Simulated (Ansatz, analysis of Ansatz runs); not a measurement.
# CsLi2Cl3 (Immm), nudged elastic band: H transfer from Cl to Cl (q = +1)

Aim: the barrier of one jump in CsLi2Cl3 (Immm) at charge +1: H transfer from Cl to Cl. The model is a cell of 48 host atoms with 1 H put in; H is the atom that moves.

Method: plane-wave PAW DFT, PBEsol; relaxation of all atoms of a defect supercell at fixed charge in a uniform background, in Ansatz 0.2.0.

## Step 1: Starting point

The cell holds 49 atoms: 8 Cs, 16 Li, 24 Cl and 1 H. Its edges and angles: a = 9.002 Å, b = 10.246 Å, c = 12.249 Å, α = 90.0°, β = 90.0°, γ = 90.0°. It derives from CsLi2Cl3 (space group Immm). Nearest the centre at fractional (0.250, 0.375, 0.615): H49 at 0.60 Å, Li6 at 1.60 Å, Cl22 at 1.88 Å, Cl12 at 1.90 Å, Cs37 at 2.95 Å, Cs13 at 2.95 Å, Cl31 at 3.23 Å, Cl7 at 3.23 Å. The cell carries charge +1.

The cell's shortest repeat is 9.0 Å.

## Step 2: Relaxation of the start point, charge +1

The ends come first: from an unrelaxed start the top is counted from too high an energy, and the barrier comes out too low. Small random displacements break the symmetry of the ideal sites, so that the defect can distort if it gains by it. The charge of +1 is set by the electron count, and a uniform background keeps the cell neutral.

Input file qp1_c48k1s.start/input.yaml:

```yaml
crystal:
  lattice:
    - [9.0021513, 0.0, 0.0]
    - [0.0, 10.24633985, 0.0]
    - [0.0, 0.0, 12.2489163]
  atoms:
    - { symbol: Cs, position: [0.0, 0.0, 0.5] }
    - { symbol: Cs, position: [0.25, 0.25, 0.0] }
    - { symbol: Li, position: [0.0, 0.0, 0.80716509] }
    - { symbol: Li, position: [0.25, 0.25, 0.30716509] }
    - { symbol: Li, position: [0.0, 0.0, 0.19283491] }
    - { symbol: Li, position: [0.25, 0.25, 0.69283491] }
    - { symbol: Cl, position: [0.0, 0.25, 0.77206984] }
    - { symbol: Cl, position: [0.25, 0.0, 0.27206984] }
    - { symbol: Cl, position: [0.0, 0.25, 0.22793016] }
    - { symbol: Cl, position: [0.25, 0.0, 0.72793016] }
    - { symbol: Cl, position: [0.0, 0.0, 0.0] }
    - { symbol: Cl, position: [0.25, 0.25, 0.5] }
    - { symbol: Cs, position: [0.0, 0.5, 0.5] }
    - { symbol: Cs, position: [0.25, 0.75, 0.0] }
    - { symbol: Li, position: [0.0, 0.5, 0.80716509] }
    - { symbol: Li, position: [0.25, 0.75, 0.30716509] }
    - { symbol: Li, position: [0.0, 0.5, 0.19283491] }
    - { symbol: Li, position: [0.25, 0.75, 0.69283491] }
    - { symbol: Cl, position: [0.0, 0.75, 0.77206984] }
    - { symbol: Cl, position: [0.25, 0.5, 0.27206984] }
    - { symbol: Cl, position: [0.0, 0.75, 0.22793016] }
    - { symbol: Cl, position: [0.25, 0.5, 0.72793016] }
    - { symbol: Cl, position: [0.0, 0.5, 0.0] }
    - { symbol: Cl, position: [0.25, 0.75, 0.5] }
    - { symbol: Cs, position: [0.5, 0.0, 0.5] }
    - { symbol: Cs, position: [0.75, 0.25, 0.0] }
    - { symbol: Li, position: [0.5, 0.0, 0.80716509] }
    - { symbol: Li, position: [0.75, 0.25, 0.30716509] }
    - { symbol: Li, position: [0.5, 0.0, 0.19283491] }
    - { symbol: Li, position: [0.75, 0.25, 0.69283491] }
    - { symbol: Cl, position: [0.5, 0.25, 0.77206984] }
    - { symbol: Cl, position: [0.75, 0.0, 0.27206984] }
    - { symbol: Cl, position: [0.5, 0.25, 0.22793016] }
    - { symbol: Cl, position: [0.75, 0.0, 0.72793016] }
    - { symbol: Cl, position: [0.5, 0.0, 0.0] }
    - { symbol: Cl, position: [0.75, 0.25, 0.5] }
    - { symbol: Cs, position: [0.5, 0.5, 0.5] }
    - { symbol: Cs, position: [0.75, 0.75, 0.0] }
    - { symbol: Li, position: [0.5, 0.5, 0.80716509] }
    - { symbol: Li, position: [0.75, 0.75, 0.30716509] }
    - { symbol: Li, position: [0.5, 0.5, 0.19283491] }
    - { symbol: Li, position: [0.75, 0.75, 0.69283491] }
    - { symbol: Cl, position: [0.5, 0.75, 0.77206984] }
    - { symbol: Cl, position: [0.75, 0.5, 0.27206984] }
    - { symbol: Cl, position: [0.5, 0.75, 0.22793016] }
    - { symbol: Cl, position: [0.75, 0.5, 0.72793016] }
    - { symbol: Cl, position: [0.5, 0.5, 0.0] }
    - { symbol: Cl, position: [0.75, 0.75, 0.5] }
    - { symbol: H, position: [0.25, 0.335925, 0.57907] }
total_charge: 1
basis:
  ecutwfc: 420
  xc_grid: 2
hamiltonian:
  xc: pbesol
kpoints:
  mp_grid: { grid: [1, 1, 1], shift: [0.25, 0.25, 0.25] }
scf:
  occupations: { method: fixed }
  max_iter: 120
output:
  forces: true
relax:
  f_tol: 0.02
  max_steps: 70
  random_displacement: { amplitude: 0.03, seed: 1964 }
```

Started as:

```
> ansatz run input.yaml --threads 32 --pin off --max-ram 84787MiB --backend cuda --events-out ev --progress --plain --runs-dir out --max-vram 78GiB
```

Numbers of over 12 decimals in the logs are rounded to 6 here.

The log of the run:

```text
[... repeated set-up lines and file paths are left out, and long positions are rounded to six places ...]
The last accepted step is kept in <dir> (removed where the run ends without a failure and the disk answers)
Engine: ansatz 0.2.0, aarch64-unknown-linux-gnu
Pseudopotentials: kind: paw
Pseudopotential: Cs, paw, valence charge 9, recommended cutoff 420 eV (normal), Cs.paw.azcp
Pseudopotential: Li, paw, valence charge 3, recommended cutoff 420 eV (normal), Li.paw.azcp
Pseudopotential: Cl, paw, valence charge 7, recommended cutoff 420 eV (normal), Cl.paw.azcp
Pseudopotential: H, paw, valence charge 1, recommended cutoff 420 eV (normal), H.paw.azcp
Functional definition: PBEsol
  exchange = pbesol_x
  correlation = pbesol_c
[...]
Crystal: 49 atoms, lattice volume = 1129.829 Å³
Basis set: ecut = 420 eV, 22129 PW (Γ), exchange–correlation on 128×144×180 points (8 copies of the dense FFT grid, shifted against one another)
Bands: 193, of which v1, the nominal top of the filled ones, is band 144 counted from 1 (143 counted from 0)
Symmetry: 1 space group operations
k-points: 1
Non-local potential: Cs, projectors of the file, l = 0: 3, l = 1: 2, l = 2: 2, l = 3: 2
Non-local potential: Li, projectors of the file, l = 0: 3, l = 1: 2, l = 2: 1
Non-local potential: Cl, projectors of the file, l = 0: 2, l = 1: 2, l = 2: 2
Non-local potential: H, projectors of the file, l = 0: 2, l = 1: 1
PAW form: soft (Blöchl's): semilocal exchange-correlation on the pseudo side does not see the compensation charge
PAW frozen core: Cs, regenerated for the run's functional, and the local potential with it (the file was generated under x = pbe(κ = 0.804, μ = 0.219515), c = pbe(β = 0.066725))
PAW frozen core: Cl, regenerated for the run's functional, and the local potential with it (the file was generated under x = pbe(κ = 0.804, μ = 0.219515), c = pbe(β = 0.066725))
PAW one-centre angular grid: Cs, 194 points (default); XC on 64 Gauss nodes
PAW one-centre angular grid: Li, 110 points (default); XC on 64 Gauss nodes
PAW one-centre angular grid: Cl, 110 points (default); XC on 64 Gauss nodes
PAW one-centre angular grid: H, 110 points (default); XC on 64 Gauss nodes
Initial density: superposition of atomic densities (neutral atoms scaled as one to the charged cell's electrons: chi_scale 0, normalization atom), corrected by the library's trained network
Initial wavefunctions: pseudopotential atomic-orbital guess
[...]
Functional: x = pbesol(κ = 0.804, μ = 0.123457), c = pbesol(β = 0.046)
SCF iter   1: F=—  HF=-73501.781603 eV  |F-HF|=—  |Δ(HF+E_count)|=         —  Δρ=3.60e-3  dr2=3.44e-1  ethr=1.77e-3  ⟨swp⟩=7.0  Hψ=622  notcnv=0  defer=47
preconditioner: auto → Resta (q_TF=auto, 2.172 Å⁻¹)  ε∞=2.9  [insulator: Δε(μ)=4.071 eV  Ē_g=12.331 eV  n_scr=204 (ndim 8)  ℏωp=17.1 eV  f_vac=0.004  ε∞_Penn≈2.9]
SCF iter   2: F=—  HF=-73501.675329 eV  |F-HF|=—  |Δ(HF+E_count)|=   1.06e-1  Δρ=1.78e-3  dr2=8.79e-2  ethr=1.19e-4  ⟨swp⟩=4.0  Hψ=327  notcnv=0  defer=47
SCF iter   3: F=—  HF=-73501.638404 eV  |F-HF|=—  |Δ(HF+E_count)|=   3.69e-2  Δρ=4.23e-4  dr2=4.24e-3  ethr=3.05e-5  ⟨swp⟩=5.0  Hψ=299  notcnv=0  defer=38
automatic band count: iteration 3 solves 184 bands in place of 193: the levels show a gap, and the empty bands left out lie too high to hold charge; the band table lists the bands solved (type scf.n_extra_bands for more)
[...]
SCF 1 converged in 6 iterations: F = -73501.638447 eV  dr2 = 1.12e-6
  greatest PAW one-centre occupation: 1.000 electrons in one spin orbital (limit 2), on the Li atom at site 5 (counted from 0), in its partial waves of l = 0
relax step   1: F+E_penalty+E_count = -73501.63844740 eV  Δ(F+E_penalty+E_count) = +0.000e0 eV  max|allowed force component| = 1.734e0 eV/Å  Δτ_max = 0.0000 Å  (6 SCF iters, dr2 threshold 1.00e-5 eV, accepted)
[... the SCF cycles and remarks between the steps are left out from here to the last step ...]
relax step   2: F+E_penalty+E_count = -73502.46724024 eV  Δ(F+E_penalty+E_count) = -8.288e-1 eV  max|allowed force component| = 1.098e0 eV/Å  Δτ_max = 0.1949 Å  (5 SCF iters, dr2 threshold 1.00e-4 eV, accepted)
relax step   3: F+E_penalty+E_count = -73502.81617073 eV  Δ(F+E_penalty+E_count) = -3.489e-1 eV  max|allowed force component| = 4.932e-1 eV/Å  Δτ_max = 0.1981 Å  (5 SCF iters, dr2 threshold 7.54e-5 eV, accepted)
relax step   4: F+E_penalty+E_count = -73502.93160795 eV  Δ(F+E_penalty+E_count) = -1.154e-1 eV  max|allowed force component| = 4.087e-1 eV/Å  Δτ_max = 0.2000 Å  (6 SCF iters, dr2 threshold 4.91e-5 eV, accepted)
relax step   5: F+E_penalty+E_count = -73502.90601508 eV  Δ(F+E_penalty+E_count) = +2.559e-2 eV  max|allowed force component| = 9.574e-1 eV/Å  Δτ_max = 0.1411 Å  (5 SCF iters, dr2 threshold 3.37e-5 eV, rejected (line search))
relax step   6: F+E_penalty+E_count = -73502.98329984 eV  Δ(F+E_penalty+E_count) = -5.169e-2 eV  max|allowed force component| = 1.256e-1 eV/Å  Δτ_max = 0.0701 Å  (7 SCF iters, accepted)
relax step   7: F+E_penalty+E_count = -73503.00525217 eV  Δ(F+E_penalty+E_count) = -2.195e-2 eV  max|allowed force component| = 9.835e-2 eV/Å  Δτ_max = 0.1000 Å  (6 SCF iters, dr2 threshold 1.49e-6 eV, accepted)
relax step   8: F+E_penalty+E_count = -73503.01098643 eV  Δ(F+E_penalty+E_count) = -5.734e-3 eV  max|allowed force component| = 1.189e-1 eV/Å  Δτ_max = 0.0982 Å  (6 SCF iters, dr2 threshold 9.14e-7 eV, accepted)
relax step   9: F+E_penalty+E_count = -73503.01217912 eV  Δ(F+E_penalty+E_count) = -1.193e-3 eV  max|allowed force component| = 4.647e-2 eV/Å  Δτ_max = 0.0478 Å  (4 SCF iters, dr2 threshold 8.66e-6 eV, accepted)
[...]
relax step  10: F+E_penalty+E_count = -73503.01320741 eV  Δ(F+E_penalty+E_count) = -1.028e-3 eV  max|allowed force component| = 1.402e-2 eV/Å  Δτ_max = 0.0409 Å  (6 SCF iters, accepted)
[...]
[... 7 atoms left out ...]
  atom  49  H     -0.00028397     0.01059677    -0.00219591
  max |Σ_I F_I| component: 3.19e-5 eV/Å
--- Relaxed structure (10 steps of the walk, 9 accepted, 0 SCFs on fresh bases) ---
  F+E_penalty+E_count = -73503.01320741 eV   max|allowed force component| = 1.402e-2 eV/Å
  atoms:
    - { symbol: Cs, position: [-0.001460, 0.004720, 0.499157] }
    - { symbol: Cs, position: [0.250312, 0.243681, 0.009637] }
    [... 3 atoms left out ...]
    - { symbol: Li, position: [0.250461, 0.210095, 0.713662] }
    - { symbol: Cl, position: [0.003508, 0.245473, 0.774358] }
    [... 4 atoms left out ...]
    - { symbol: Cl, position: [0.251714, 0.269663, 0.520114] }
    - { symbol: Cs, position: [-0.014305, 0.512300, 0.480955] }
    [... 1 atom left out ...]
    - { symbol: Li, position: [-0.016583, 0.492736, 0.805819] }
    [... 6 atoms left out ...]
    - { symbol: Cl, position: [0.249768, 0.488743, 0.699942] }
    [... 8 atoms left out ...]
    - { symbol: Cl, position: [0.497159, 0.245850, 0.774814] }
    [... 5 atoms left out ...]
    - { symbol: Cs, position: [0.514980, 0.514749, 0.481480] }
    [... 1 atom left out ...]
    - { symbol: Li, position: [0.517633, 0.493049, 0.805997] }
    [... 9 atoms left out ...]
    - { symbol: H, position: [0.250725, 0.391405, 0.611658] }
```

Wall time 5.9 s (1 × NVIDIA GB200 with 32 threads of Arm Neoverse V2, shared host); peak memory 1.2 GiB; 22 s of CPU time.

Relaxation path:

```
step  energy less that of the first step (eV)  largest force component (eV/Å)
   1                                   0.0000                          1.7336
   2                                  -0.8288                          1.0981
   3                                  -1.1777                          0.4932
   4                                  -1.2932                          0.4087
   5                                  -1.2676                          0.9574
   6                                  -1.3449                          0.1256
   7                                  -1.3668                          0.0983
   8                                  -1.3725                          0.1189
   9                                  -1.3737                          0.0465
  10                                  -1.3748                          0.0140
```

Relaxation step 5 was tried and not accepted.

The atoms that moved most (Å, from the sites as typed, ahead of the random displacement, the mean shift of all atoms taken out):

```
atom      dx      dy      dz  length
 H49   0.004   0.567   0.400   0.694
 Li6   0.001  -0.410   0.256   0.483
Cl22  -0.005  -0.117  -0.342   0.361
Cl12   0.013   0.200   0.247   0.318
Cs37   0.132   0.150  -0.226   0.302
Cs13  -0.132   0.125  -0.232   0.295
Li39   0.156  -0.072  -0.014   0.172
Li15  -0.152  -0.076  -0.016   0.171
```

Neighbours of H49 at the end:

```
atom  distance (Å)
Cl22         1.471
Cl12         1.677
 Li6         2.239
Cs13         3.129
Cs37         3.130
Cl31         3.338
 Cl7         3.341
Li39         3.539
Li15         3.539
```

Among the atoms that came to bonding distance: Cl22–H49 1.47 Å (from 2.48).

Numbers from this step:

```yaml
free_energy: -73503.0132 eV
r_m_s_move_of_the_farther_half_of_the_atoms: 0.07447 Å
largest_move_from_the_ideal_geometry_of_this_structure_a_common_shift_of_the_far_atoms_taken_out: 0.7104 Å
```

The relaxation gained 1.375 eV and ended with a largest force component of 0.014 eV/Å.

## Step 3: Relaxation of the end point, charge +1

The end point is relaxed in the same cell and settings, so that the two energies compare. Atoms more than 3.2 Å from the middle of the hop start where the first relaxation left them, the nearer ones on or close to their ideal places, with small random displacements.

Input file qp1_c48k1s.end/input.yaml:

```yaml
crystal:
  lattice:
    - [9.0021513, 0.0, 0.0]
    - [0.0, 10.24633985, 0.0]
    - [0.0, 0.0, 12.2489163]
  atoms:
    - { symbol: Cs, position: [-0.00181802, 0.00401713, 0.49920261] }
    - { symbol: Cs, position: [0.24995335, 0.24297819, 0.00968253] }
[... 1 atom line left out ...]
    - { symbol: Li, position: [0.2502587, 0.25874449, 0.30210589] }
[... 1 atom line left out ...]
    - { symbol: Li, position: [0.25, 0.25, 0.69283491] }
    - { symbol: Cl, position: [0.00314959, 0.2447699, 0.77440399] }
[... 4 atom lines left out ...]
    - { symbol: Cl, position: [0.25, 0.25, 0.5] }
    - { symbol: Cs, position: [0.0, 0.5, 0.5] }
[... 1 atom line left out ...]
    - { symbol: Li, position: [-0.01694156, 0.49203331, 0.80586499] }
[... 2 atom lines left out ...]
    - { symbol: Li, position: [0.24954776, 0.76161013, 0.68668687] }
[... 3 atom lines left out ...]
    - { symbol: Cl, position: [0.25, 0.5, 0.72793016] }
[... 8 atom lines left out ...]
    - { symbol: Cl, position: [0.49680053, 0.24514735, 0.77485958] }
[... 5 atom lines left out ...]
    - { symbol: Cs, position: [0.5, 0.5, 0.5] }
[... 1 atom line left out ...]
    - { symbol: Li, position: [0.5172745, 0.49234561, 0.80604326] }
[... 9 atom lines left out ...]
    - { symbol: H, position: [0.25, 0.414075, 0.650985] }
total_charge: 1
basis:
  ecutwfc: 420
  xc_grid: 2
hamiltonian:
  xc: pbesol
kpoints:
  mp_grid: { grid: [1, 1, 1], shift: [0.25, 0.25, 0.25] }
scf:
  occupations: { method: fixed }
  max_iter: 120
output:
  forces: true
relax:
  f_tol: 0.02
  max_steps: 70
  random_displacement: { amplitude: 0.01, seed: 1964 }
```

The log of the run:

```text
[...]
Crystal: 49 atoms, lattice volume = 1129.829 Å³
Basis set: ecut = 420 eV, 22129 PW (Γ), exchange–correlation on 128×144×180 points (8 copies of the dense FFT grid, shifted against one another)
Bands: 193, of which v1, the nominal top of the filled ones, is band 144 counted from 1 (143 counted from 0)
[... 1 set-up line as in the run before ...]
k-points: 1
[...]
SCF iter   1: F=—  HF=-73502.120030 eV  |F-HF|=—  |Δ(HF+E_count)|=         —  Δρ=2.93e-3  dr2=1.98e-1  ethr=1.77e-3  ⟨swp⟩=6.0  Hψ=630  notcnv=0  defer=47
[...]
SCF iter   3: F=—  HF=-73502.038516 eV  |F-HF|=—  |Δ(HF+E_count)|=   1.99e-2  Δρ=3.32e-4  dr2=2.57e-3  ethr=1.74e-5  ⟨swp⟩=4.0  Hψ=301  notcnv=0  defer=38
[...]
SCF 1 converged in 6 iterations: F = -73502.039373 eV  dr2 = 8.46e-7
[...]
[... 7 atoms left out ...]
  atom  49  H      0.00133269    -0.01560618    -0.01698807
  max |Σ_I F_I| component: 5.73e-5 eV/Å
--- Relaxed structure (8 steps of the walk, 7 accepted, 0 SCFs on fresh bases) ---
  F+E_penalty+E_count = -73503.01351431 eV   max|allowed force component| = 1.699e-2 eV/Å
  atoms:
    - { symbol: Cs, position: [-0.001840, 0.004814, 0.500845] }
    - { symbol: Cs, position: [0.249889, 0.244240, 0.010133] }
    [... 3 atoms left out ...]
    - { symbol: Li, position: [0.250191, 0.209844, 0.714569] }
    - { symbol: Cl, position: [0.003078, 0.245439, 0.775531] }
    [... 4 atoms left out ...]
    - { symbol: Cl, position: [0.251560, 0.269701, 0.521080] }
    - { symbol: Cs, position: [-0.014301, 0.512658, 0.482814] }
    [... 1 atom left out ...]
    - { symbol: Li, position: [-0.016761, 0.492746, 0.807372] }
    [... 6 atoms left out ...]
    - { symbol: Cl, position: [0.249466, 0.488297, 0.701532] }
    [... 8 atoms left out ...]
    - { symbol: Cl, position: [0.497029, 0.245810, 0.775969] }
    [... 5 atoms left out ...]
    - { symbol: Cs, position: [0.514462, 0.515127, 0.483378] }
    [... 1 atom left out ...]
    - { symbol: Li, position: [0.517173, 0.493065, 0.807486] }
    [... 9 atoms left out ...]
    - { symbol: H, position: [0.250415, 0.391744, 0.613111] }
```

It took 4.2 s on 1 × NVIDIA GB200 with 32 threads; peak memory 1.3 GiB.

Relaxation path:

```
step  energy less that of the first step (eV)  largest force component (eV/Å)
   1                                   0.0000                          1.5373
   2                                  -0.6346                          0.8912
   3                                  -0.8996                          0.4784
   4                                  -0.9641                          0.2014
   5                                  -0.7856                          0.9398
   6                                  -0.9703                          0.1240
   7                                  -0.9738                          0.0396
   8                                  -0.9741                          0.0170
```

Relaxation step 5 was tried and not accepted.

The atoms that moved most (Å, from the sites as typed, ahead of the random displacement):

```
atom      dx      dy      dz  length
 H49   0.003  -0.229  -0.464   0.517
 Li6   0.001  -0.412   0.266   0.491
Cl22  -0.006  -0.120  -0.323   0.345
Cl12   0.013   0.201   0.258   0.328
Cs37   0.129   0.155  -0.203   0.286
Cs13  -0.130   0.129  -0.210   0.279
Cl46   0.000   0.009   0.023   0.025
Li28   0.000   0.016   0.016   0.023
```

Neighbours of H49 at the end:

```
atom  distance (Å)
Cl22         1.467
Cl12         1.684
 Li6         2.240
Cs13         3.124
Cs37         3.126
Cl31         3.338
 Cl7         3.341
Li39         3.537
Li15         3.538
```

Among the atoms that came to bonding distance: Cl12–H49 1.68 Å (from 2.50).

Numbers from this step:

```yaml
free_energy: -73503.0135 eV
r_m_s_move_of_the_farther_half_of_the_atoms: 0.07335 Å
largest_move_from_the_ideal_geometry_of_this_structure_a_common_shift_of_the_far_atoms_taken_out: 0.5408 Å
```

The relaxation gained 0.974 eV and ended with a largest force component of 0.017 eV/Å. The end lies within 1 meV of the start.

## Step 4: No path, charge +1

Analysis of the runs above: comparison of two relaxed ends, PBEsol.

It gives:

* outcome: both ends relax to one structure
* largest difference: 0.01221 Å
* energy difference: -3.07e-4 eV

## Step 5: Outcome

| Quantity | Value |
| --- | --- |
| outcome | both ends relax to one structure |

**Reading.** Start and end relaxed into one structure, so no band was run. The largest move in the relaxations was 0.7 Å. This doesn't show that a second stable place is lacking: the end was set up from the relaxed start, and an atom can slide across on the way. Keep in mind: one k-point off the zone centre stands for the whole zone; spin–orbit coupling, which can matter with heavy atoms, is left out.

[Logs are printed without paths, hosts, clocks, repeated set-up lines and the standing remarks that a program may print on its own settings, such as how far it seeks lower states.]

[Hosts, paths, dates, database ids (printed as entryN), source tags and the programs' standing remarks are cut or masked in the printed files.]
